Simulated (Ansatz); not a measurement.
**The false plateau in GW convergence: AlN (P6_3mc)**

Aim: vary empty bands and screening cutoff apart and together in G0W0 on AlN (P6_3mc).

Method: G0W0 on PBE, plane waves, PAW; PAW set soft_1, in Ansatz 0.2.0.

Report form: the programs' logs are mostly left out.

The database entry behind the starting cell differs from later determinations by our own check (inner coordinate u about 0.002 short), so it need not match the best structure at ambient conditions.

**1. The structure**

Symmetry: P6_3mc, No. 186, hexagonal system. The conventional cell has a = 3.113 Å, b = 3.113 Å, c = 4.981 Å, α = 90.00°, β = 90.00°, γ = 120.00°. Al has 4 N at 1.89 Å nearest. Nearest to N lie 4 Al at 1.89 Å. Farther neighbours and most contacts between anions are not listed.

The cell and positions come from the Crystallography Open Database and are kept as given unless a step says otherwise.

**2. 33 empty bands, screening to 50 eV**

G0W0 replaces the xc potential by the self-energy, built once from these orbitals. Only a window of levels is corrected, while the sums run over the empty bands that the input names. This step takes PAW set soft_1 files.

input.yaml reads:

```yaml
crystal:
  lattice:
    - [3.113, 0.0, 0.0]
    - [-1.5565, 2.695937082, 0.0]
    - [0.0, 0.0, 4.981]
  atoms:
    - { symbol: Al, position: [0.3333333333, 0.6666666667, 0.0] }
    - { symbol: Al, position: [0.6666666667, 0.3333333333, 0.5] }
    - { symbol: "N", position: [0.3333333333, 0.6666666667, 0.38] }
    - { symbol: "N", position: [0.6666666667, 0.3333333333, 0.88] }
kpoints:
  mp_grid: { grid: [6, 6, 4] }
hamiltonian:
  xc: pbe
  pseudopotentials: { kind: paw, azcp: { folder: soft_1 } }
scf:
  occupations: { method: fixed }
gw:
  n_empty_bands: 33
  ecut_chi: 50
  qp_bands: [v2, c2]
  qp_kpoints: band_edges
  screening: { model: contour_deformation }
```

On the command line:

```
$ ansatz run input.yaml --threads 3 --pin off --max-ram 92160MiB --backend cuda --events-out ev --progress --plain --runs-dir out --devices 1 --max-vram 13GiB
```

Elapsed: 12 s, on 1 × NVIDIA H100 80GB HBM3 (shared by 6 runs) with 3 threads of AMD EPYC 7R13 (Zen 3), shared host; peak memory 0.98 GiB.

Numbers from this step:

* bands summed: 41
* RPA ε∞ on this mesh (eigenvalues): 4.319, 4.319, 4.473
* plane waves in the screening matrix: 35
* q-points in the mesh: 144
* G0W0 gap on the mesh: 5.412 eV
* k of the valence top: 0, 0, 0
* k of the conduction bottom: 0, 0, 0
* starting gap on the mesh: 4.213 eV
* Z at the valence top: 0.7921
* Z at the conduction bottom: 0.8257
* least direct G0W0 gap on the computed points: 5.412 eV

The gap on the mesh goes from 4.21 eV to 5.41 eV, a correction of +1.20 eV. Between the two edge states, bare exchange in place of the xc potential would open the gap by 8.62 eV, and correlation takes back 7.42 eV.

**3. 174 empty bands, screening to 50 eV**

Changes to input.yaml since step 2:

```diff
@@ -18,3 +18,3 @@
 gw:
-  n_empty_bands: 33
+  n_empty_bands: 174
   ecut_chi: 50
```

Wall time 15 s (1 × NVIDIA H100 80GB HBM3 (shared by 6 runs) with 3 threads); peak memory 1.1 GiB.

Numbers from this step:

| Quantity | Value |
| --- | --- |
| bands summed | 182 |
| RPA ε∞ on this mesh (eigenvalues) | 4.324, 4.324, 4.479 |
| plane waves in the screening matrix | 35 |
| G0W0 gap on the mesh | 5.372 eV |
| k of the valence top | 0, 0, 0 |
| k of the conduction bottom | 0, 0, 0 |
| starting gap on the mesh | 4.213 eV |
| least direct G0W0 gap on the computed points | 5.372 eV |

Against the run with 6×6×4 mesh, 33 empty bands, screening to 50 eV, PAW set soft_1 files, the gap moves by −0.04 eV.

**4. 94 empty bands, screening to 100 eV**

Bands and screening cutoff are moved together, since each hides the error of the other.

Changes to input.yaml since step 3:

```diff
@@ -18,4 +18,4 @@
 gw:
-  n_empty_bands: 174
-  ecut_chi: 50
+  n_empty_bands: 94
+  ecut_chi: 100
   qp_bands: [v2, c2]
```

Wall time 14 s (1 × NVIDIA H100 80GB HBM3 (shared by 6 runs) with 3 threads); peak memory 1 GiB.

The G0W0 gap on the mesh is 5.744 eV.

**5. 493 empty bands, screening to 100 eV**

Changes to input.yaml since step 4:

```diff
@@ -18,3 +18,3 @@
 gw:
-  n_empty_bands: 94
+  n_empty_bands: 493
   ecut_chi: 100
```

Elapsed: 34 s, on 1 × NVIDIA H100 80GB HBM3 (shared by 6 runs) with 3 threads; peak memory 1.5 GiB.

The G0W0 gap on the mesh is 5.776 eV.

**6. 33 empty bands, screening to 150 eV**

Changes to input.yaml since step 5:

```diff
@@ -18,4 +18,4 @@
 gw:
-  n_empty_bands: 493
-  ecut_chi: 100
+  n_empty_bands: 33
+  ecut_chi: 150
   qp_bands: [v2, c2]
```

Elapsed: 11 s, on 1 × NVIDIA H100 80GB HBM3 (shared by 6 runs) with 3 threads; peak memory 1 GiB.

The G0W0 gap on the mesh is 5.680 eV.

**7. 174 empty bands, screening to 150 eV**

Changes to input.yaml since step 6:

```diff
@@ -18,3 +18,3 @@
 gw:
-  n_empty_bands: 33
+  n_empty_bands: 174
   ecut_chi: 150
```

Run time: 16 s. Hardware: 1 × NVIDIA H100 80GB HBM3 (shared by 6 runs) with 3 threads; peak memory 1.1 GiB; 21 s of CPU time.

The G0W0 gap on the mesh is 5.868 eV.

**8. 309 empty bands, screening to 220 eV**

Changes to input.yaml since step 7:

```diff
@@ -18,4 +18,4 @@
 gw:
-  n_empty_bands: 174
-  ecut_chi: 150
+  n_empty_bands: 309
+  ecut_chi: 220
   qp_bands: [v2, c2]
```

The job ended after 18 s (1 × NVIDIA H100 80GB HBM3 (shared by 6 runs) with 3 threads; peak memory 1.4 GiB; 21 s of CPU time).

The G0W0 gap on the mesh is 5.923 eV.

**9. 94 empty bands, screening to 300 eV**

Changes to input.yaml since step 8:

```diff
@@ -18,4 +18,4 @@
 gw:
-  n_empty_bands: 309
-  ecut_chi: 220
+  n_empty_bands: 94
+  ecut_chi: 300
   qp_bands: [v2, c2]
```

It took 24 s on 1 × NVIDIA H100 80GB HBM3 (shared by 6 runs) with 3 threads; peak memory 1.8 GiB.

The G0W0 gap on the mesh is 5.808 eV.

**10. 493 empty bands, screening to 300 eV**

Changes to input.yaml since step 9:

```diff
@@ -18,3 +18,3 @@
 gw:
-  n_empty_bands: 94
+  n_empty_bands: 493
   ecut_chi: 300
```

It took 64 s on 1 × NVIDIA H100 80GB HBM3 (shared by 6 runs) with 3 threads; peak memory 2 GiB.

The G0W0 gap on the mesh is 5.943 eV.

**11. The grid**

Start PBE, 6×6×4 mesh. Times are wall times on 1 × NVIDIA H100 80GB HBM3 (shared by 6 runs) with 3 threads of AMD EPYC 7R13 (Zen 3), shared host, good to a factor of about two.

```tsv
cutoff (eV)	plane waves at q = 0	bands summed	gap (eV)	Σc valence (eV)	Σc conduction (eV)	time
50	35	41	5.412	3.77	-3.65	12 s
50	35	182	5.372	3.51	-3.96	15 s
100	99	102	5.744	3.29	-3.80	14 s
100	99	501	5.776	3.12	-3.94	34 s
150	159	41	5.680	3.67	-3.49	11 s
150	159	182	5.868	3.04	-3.93	16 s
220	313	317	5.923	2.86	-4.05	18 s
300	513	102	5.808	3.20	-3.83	24 s
300	513	501	5.943	2.77	-4.12	64 s
```

**12. What came out**

```
41 bands, 50 eV                    : 5.412 eV
182 bands, 50 eV                   : 5.372 eV
102 bands, 100 eV                  : 5.744 eV
501 bands, 100 eV                  : 5.776 eV
41 bands, 150 eV                   : 5.680 eV
182 bands, 150 eV                  : 5.868 eV
317 bands, 220 eV                  : 5.923 eV
102 bands, 300 eV                  : 5.808 eV
501 bands, 300 eV                  : 5.943 eV
estimated limit along the diagonal : 5.98 eV
mesh and start                     : 6×6×4, PBE
```

In words: At 50 eV, going from 41 to 182 bands moves the gap by −0.04 eV. At 100 eV, going from 102 to 501 bands moves the gap by +0.03 eV. At 150 eV, going from 41 to 182 bands moves the gap by +0.19 eV. At 300 eV, going from 102 to 501 bands moves the gap by +0.13 eV. At 41 bands, raising the cutoff from 50 to 150 eV moves it by +0.27 eV. At 182 bands, raising the cutoff from 50 to 150 eV moves it by +0.50 eV. At 102 bands, raising the cutoff from 100 to 300 eV moves it by +0.06 eV. At 501 bands, raising the cutoff from 100 to 300 eV moves it by +0.17 eV. Along the diagonal, where both rise together, the two highest rungs point to 5.98 eV. Gaps are over the mesh's points; an edge off the mesh would be missed. A low cutoff hides what high bands add, so a band series at one cutoff can look settled before the gap is.

[Paths, hosts, dates, memory and timing lines, banners, echoed tables and standing remarks are left out of the program output.]

[Logs are printed without paths, hosts, clocks, repeated set-up lines and the standing remarks that a program may print on its own settings, such as how far it seeks lower states.]

[Runs of the session that timed out or met a known fault of the program may be left out.]

[Cells called generated may have been cut or substituted from an entry of the Crystallography Open Database or the Materials Project.]

[Hosts, paths, dates, database ids (printed as entryN), source tags and the programs' standing remarks are cut or masked in the printed files.]
